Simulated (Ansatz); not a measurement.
## How NaF (Villiaumite) absorbs and reflects light

Wanted: where NaF (Villiaumite) starts to absorb, how strongly, and its refractive index.

Calculated with Ansatz 0.2.0; DFT, PBE, plane-wave PAW, default files, scalar-relativistic, independent-particle optical response without local fields.

## 1. Starting point

Symmetry: Fm-3m, No. 225, cubic system. Conventional cell: a = 4.640 Å, b = 4.640 Å, c = 4.640 Å, α = 90.00°, β = 90.00°, γ = 90.00°. Nearest to Na lie 6 F at 2.32 Å. F has 6 Na at 2.32 Å nearest. Farther neighbours and most contacts between anions are not listed.

## 2. Ground state and bands

First the ground state: is it a metal or has it a gap?

This step: DFT, PBE, plane-wave PAW, default files, scalar-relativistic, ground state (Ansatz 0.2.0).

The input, input.yaml:

```yaml
crystal:
  lattice:
    - [0.0, 2.32, 2.32]
    - [2.32, 0.0, 2.32]
    - [2.32, 2.32, 0.0]
  atoms:
    - { symbol: Na, position: [0.0, 0.0, 0.0] }
    - { symbol: F, position: [0.5, 0.5, 0.5] }
kpoints:
  mp_grid: { grid: [8, 8, 8] }
  band_path:
    path:
      - [[0.0, 0.0, 0.0], [0.5, 0.0, 0.5], [0.5, 0.25, 0.75], [0.375, 0.375, 0.75], [0.0, 0.0, 0.0], [0.5, 0.5, 0.5], [0.625, 0.25, 0.625], [0.5, 0.25, 0.75], [0.5, 0.5, 0.5], [0.375, 0.375, 0.75]]
      - [[0.625, 0.25, 0.625], [0.5, 0.0, 0.5]]
    npoints: 6
scf:
  occupations: { method: fermi_dirac, width: 0.05 }
  n_extra_bands: 6
hamiltonian:
  xc: pbe
  pseudopotentials: { kind: paw }
output:
  forces: true
  stress: true
  populations: true
  write_bands: true
  write_density: true
  write_potential: true
  elf: true
  volumetric_format: npy
```

Started as:

```bash
$ ansatz run input.yaml --threads 4 --pin off --max-ram 8192MiB --backend cpu --events-out ev --progress --plain --runs-dir out
```

Numbers of over 12 decimals in the logs are rounded to 6 here.

Output:

```text
scf.n_extra_bands = 6 over 8 filled bands (N_el = 16.0): the run solves 14 bands
Engine: ansatz 0.2.0, aarch64-unknown-linux-gnu
Pseudopotentials: kind: paw
Pseudopotential: Na, paw, valence charge 9, recommended cutoff 420 eV (normal), Na.paw.azcp
Pseudopotential: F, paw, valence charge 7, recommended cutoff 420 eV (normal), F.paw.azcp
Functional definition: PBE
  parameter kappa = 0.804
  parameter beta = 0.066725
  exchange = pbe_x(kappa = kappa, mu = beta*pi^2/3)
  correlation = pbe_c(beta = beta)
Crystal: 2 atoms, lattice volume = 24.974 Å³
Basis set: ecut = 420 eV, 531 PW (Γ), exchange–correlation on 48×48×48 points (8 copies of the dense FFT grid, shifted against one another)
Bands: 14, of which v1, the nominal top of the filled ones, is band 8 counted from 1 (7 counted from 0)
Symmetry: 48 space group operations
Space group: Fm-3m (ITA 225), of the structure as read, at distance tolerance 2.9e-5 Å
k-points: 29 of 512
Non-local potential: Na, projectors of the file, l = 0: 3, l = 1: 2, l = 2: 1
Non-local potential: F, projectors of the file, l = 0: 2, l = 1: 2, l = 2: 1
PAW form: soft (Blöchl's): semilocal exchange-correlation on the pseudo side does not see the compensation charge
PAW one-centre angular grid: Na, 110 points (default); XC on 64 Gauss nodes
PAW one-centre angular grid: F, 110 points (default); XC on 64 Gauss nodes
Initial density: superposition of atomic densities (neutral atoms: chi_scale 0, normalization atom), corrected by the library's trained network
Initial wavefunctions: pseudopotential atomic-orbital guess
Functional: x = pbe(κ = 0.804, μ = 0.219515), c = pbe(β = 0.066725)
SCF iter   1: F=—  HF=-2297.425489 eV  |F-HF|=—  |Δ(HF+E_count)|=         —  Δρ=8.20e-4  dr2=1.14e-4  ethr=1.77e-3  ⟨swp⟩=5.2  Hψ=2159  notcnv=0
preconditioner: auto → none  [insulator: Δε(μ)=6.290 eV  Ē_g=28.850 eV  σ=0.050 eV  W_gap=1.00  n_scr=8 (ndim 8)  ℏωp=27.8 eV  f_vac=0.108  D(μ)=0.00/eV (n_scr^D=0)  ε∞_Penn≈1.9]
SCF iter   2: F=—  HF=-2297.425256 eV  |F-HF|=—  |Δ(HF+E_count)|=   2.33e-4  Δρ=1.16e-3  dr2=1.90e-4  ethr=7.13e-7  ⟨swp⟩=2.3  Hψ=889  notcnv=0  defer=18
SCF iter   3: F=—  HF=-2297.425219 eV  |F-HF|=—  |Δ(HF+E_count)|=   3.77e-5  Δρ=3.96e-4  dr2=1.92e-5  ethr=7.13e-7  ⟨swp⟩=2.0  Hψ=444  notcnv=0  defer=18
SCF iter   4: F=—  HF=-2297.425194 eV  |F-HF|=—  |Δ(HF+E_count)|=   2.50e-5  Δρ=5.06e-5  dr2=2.65e-7  ethr=1.20e-7  ⟨swp⟩=3.0  Hψ=591  notcnv=0  defer=18
SCF iter   5: F=—  HF=-2297.425195 eV  |F-HF|=—  |Δ(HF+E_count)|=   1.28e-6  Δρ=5.78e-5  dr2=5.52e-7  ethr=1.66e-9  ⟨swp⟩=2.0  Hψ=566  notcnv=0  defer=18
SCF iter   6: F=-2297.425195 eV  HF=-2297.425195 eV  |F-HF|=5.17e-8  |Δ(HF+E_count)|=   1.48e-7  Δρ=1.85e-5  dr2=5.77e-8  ethr=6.25e-10  ⟨swp⟩=7.9  Hψ=2263  notcnv=0
SCF 1 converged in 6 iterations: F = -2297.425195 eV  dr2 = 5.77e-8
  greatest PAW one-centre occupation: 0.999 electrons in one spin orbital (limit 2), on the Na atom at site 0 (counted from 0), in its partial waves of l = 0
NSCF: frozen V_eff on 62 k-points
SCF converged after 6 iterations
Free energy (F): -2297.425195 eV
Harris-Foulkes:  -2297.425195 eV  (|F-HF|=5.17e-8)
Internal energy: -2297.425195 eV  (E = F + TS)
E sigma→0 (E₀):  -2297.425195 eV
Fermi energy:    4.217376 eV
--- Per-component energies (eV) ---
  E_band       = -233.990263
  E_kinetic    = 329.230386
  E_local      = -1695.166843  (includes V_loc(G=0)·N_el)
  E_nonlocal   = 188.694112
  E_hartree    = 601.563964
  E_xc         = -120.200465
  E_vxc        = -154.184336  (∫ρ·V_xc dr)
  E_paw        = -463.637461  (= ΣΔE_a)
  E_vpaw       = -105.685935  (= ΣTr[D̂ρ^β])
  E_aug_tail   = 0.002013  (compensation charges beyond the density's cutoff)
  E_ewald      = -1137.910901
  E_smearing   = -0.000000  (= −TS)
  E_closure    = -0.000000  (closes the sum)
  Σ components = -2297.425195   (vs F -2297.425195, Δ=0.00e0)
--- Forces (eV/Å), atoms counted from 1 ---
  atom   1  Na    -0.00000000    -0.00000000    -0.00000000
  atom   2  F      0.00000000    -0.00000000    -0.00000000
  max |Σ_I F_I| component: 3.09e-29 eV/Å
--- Stress (GPa, compression-positive) ---
        1.921513      -0.000000       0.000000
        0.000000       1.921513      -0.000000
       -0.000000       0.000000       1.921513
  P = ⅓ Tr σ = 1.9215 GPa (19.215 kbar)
--- Band table (eV; the first three rows and the last of 29) ---
  k-point 0: bands = [... 4 lower, -17.9650, 0.9907, 0.9907, 0.9907, 7.2856, 19.9515, 19.9515, 19.9515, ... 2 higher]
  k-point 1: bands = [... 4 lower, -17.7352, 0.6990, 0.9535, 0.9535, 7.8289, 18.2204, 20.1870, 20.1870, ... 2 higher]
  k-point 2: bands = [... 4 lower, -17.4603, 0.1044, 0.8646, 0.8646, 9.1430, 16.1290, 20.7038, 20.7038, ... 2 higher]
  k-point 28: bands = [... 4 lower, -17.4933, 0.1251, 0.1251, 0.4254, 14.1919, 14.1919, 16.1699, 17.8235, ... 2 higher]
--- Löwdin populations: 2 sites ---
  site symbol       q [e]
     0     Na      8.2051
     1      F      7.7500
  spilling = 0.002808 (of n_electrons = 16.000000)
```

Elapsed: 0.51 s, on 4 threads of Arm Neoverse V1, shared host; peak memory 0.28 GiB.

Read-outs, printed or worked out from the files:

* free energy: -2297.4252 eV
* Fermi energy: 4.217 eV
* gap by band count: 6.295 eV
* electrons: 16
* symmetry operations: 48
* pressure: 1.922 GPa
* gap on the k-mesh: 6.295 eV
* volume: 24.97 Å³
* gap on the path: 6.295 eV
* least direct gap on the path: 6.295 eV

There is a gap, 6.29 eV on the path, so no carriers' term is needed. The cell is left with a pressure of 1.9 GPa, as it stands unrelaxed at this level.

The electronic bands at the labelled points (eV, zero at the Fermi level; v1 is the highest filled band, c1 the lowest empty one):

```
    point     v3     v2     v1    c1     c2     c3     c4
        Γ  -3.23  -3.23  -3.23  3.07  15.73  15.73  15.73
  halfway  -4.12  -3.44  -3.44  5.49  11.78  15.85  16.14
        X  -4.49  -3.63  -3.63  9.90  10.08  10.36  16.49
  halfway  -4.38  -3.77  -3.71  9.92  10.04  10.94  15.12
        W  -4.09  -4.09  -3.79  9.97   9.97  11.95  13.61
  halfway  -4.23  -4.04  -3.68  9.76   9.97  11.68  14.55
        K  -4.28  -4.05  -3.59  9.59   9.98  11.46  16.11
  halfway  -4.23  -3.55  -3.39  5.69  11.49  14.99  17.68
        Γ  -3.23  -3.23  -3.23  3.07  15.73  15.73  15.73
  halfway  -4.11  -3.35  -3.35  4.93  11.91  16.49  16.49
        L  -4.80  -3.48  -3.48  7.54   9.22  16.85  16.85
  halfway  -4.58  -3.75  -3.52  8.31   9.41  14.18  16.75
        U  -4.28  -4.05  -3.59  9.59   9.98  11.46  16.11
  halfway  -4.23  -4.04  -3.68  9.76   9.97  11.68  14.55
        W  -4.09  -4.09  -3.79  9.97   9.97  11.95  13.61
  halfway  -4.52  -3.80  -3.56  8.54   9.47  13.87  15.70
        L  -4.80  -3.48  -3.48  7.54   9.22  16.85  16.85
  halfway  -4.58  -3.75  -3.52  8.31   9.41  14.18  16.75
        K  -4.28  -4.05  -3.59  9.59   9.98  11.46  16.11
jump to U  -4.28  -4.05  -3.59  9.59   9.98  11.46  16.11
  halfway  -4.43  -3.76  -3.62  9.91  10.03  10.66  16.15
        X  -4.49  -3.63  -3.63  9.90  10.08  10.36  16.49
```

The electronic bands as a text plot (rows in eV, shown from -4.8 to 9.1 only):

```
    8.8 |                 +                  +       +      +
    8.2 |       +                           +         +    +
    7.6 |                                +++           ++++
    7.0 |     ++           ++           +
    6.5 |
    5.9 |                    ++        +
    5.3 |    +
    4.7 |                             +
    4.2 |  ++                  +    ++
    3.6 | +                     ++ +
    3.0 |+                        +
    2.4 |
    1.8 |
    1.3 |
    0.7 |
    0.1 |
   -0.5 |
   -1.0 |
   -1.6 |
   -2.2 |
   -2.8 |
   -3.4 |**********     *************************   *************
   -3.9 |  ***    ***********  *    ***     **********     ******
   -4.5 |     *******  ********        **********   *************
         Γ       X    W  K        Γ      L     U  W     L   K|U X
```

Valence density in the ac plane of the conventional cell at fractional y = 0.000, with atoms of Na and F within 0.2 Å of it. It is the smooth field of the valence electrons, not physical close to the nuclei.

Values in e/Å³, 14 rows by 14 columns, each cell a mean:
```
14  6  0  0  0  2  7  9  4  1  0  0  2 11
 3  1  0  0  0  1  2  2  1  0  0  0  0  2
 0  0  0  0  0  0  0  0  0  0  0  0  0  0
 0  0  0  0  0  0  0  0  0  0  0  0  0  0
 1  1  0  0  0  0  0  1  0  0  0  0  0  1
 5  2  1  0  0  1  6  8  3  0  0  0  1  4
12  5  1  0  0  3 14 18  8  1  0  0  2  9
 9  4  1  0  0  2 11 14  6  0  0  0  2  7
 2  1  0  0  0  0  2  3  1  0  0  0  1  2
 0  0  0  0  0  0  0  0  0  0  0  0  0  0
 0  0  0  0  0  0  0  0  0  0  0  0  0  0
 1  0  0  0  0  0  1  1  1  0  0  0  0  0
 8  3  0  0  0  1  4  5  2  1  0  0  1  6
18  8  1  0  0  2  9 12  5  1  0  0  3 14
```

Electrostatic potential energy in the ac plane of the conventional cell at fractional y = 0.000, with atoms of Na and F within 0.2 Å of it. With pseudopotentials it is smooth inside the atoms' cores, unlike the true potential.

Ten even steps from '0' (-61 eV) to '9' (8 eV), each cell a mean:
```
03899733499961
57999976899986
99999999999999
99999999999999
89999988899999
46999732589984
34899500289963
34999610389973
68999865799997
99999999999999
99999999999999
88999998999998
25899844699973
02899633489950
```

[end of part 1 of 2]

[Logs are printed without paths, hosts, clocks, repeated set-up lines and the standing remarks that a program may print on its own settings, such as how far it seeks lower states.]

[Hosts, paths, dates, database ids (printed as entryN), source tags and the programs' standing remarks are cut or masked in the printed files.]
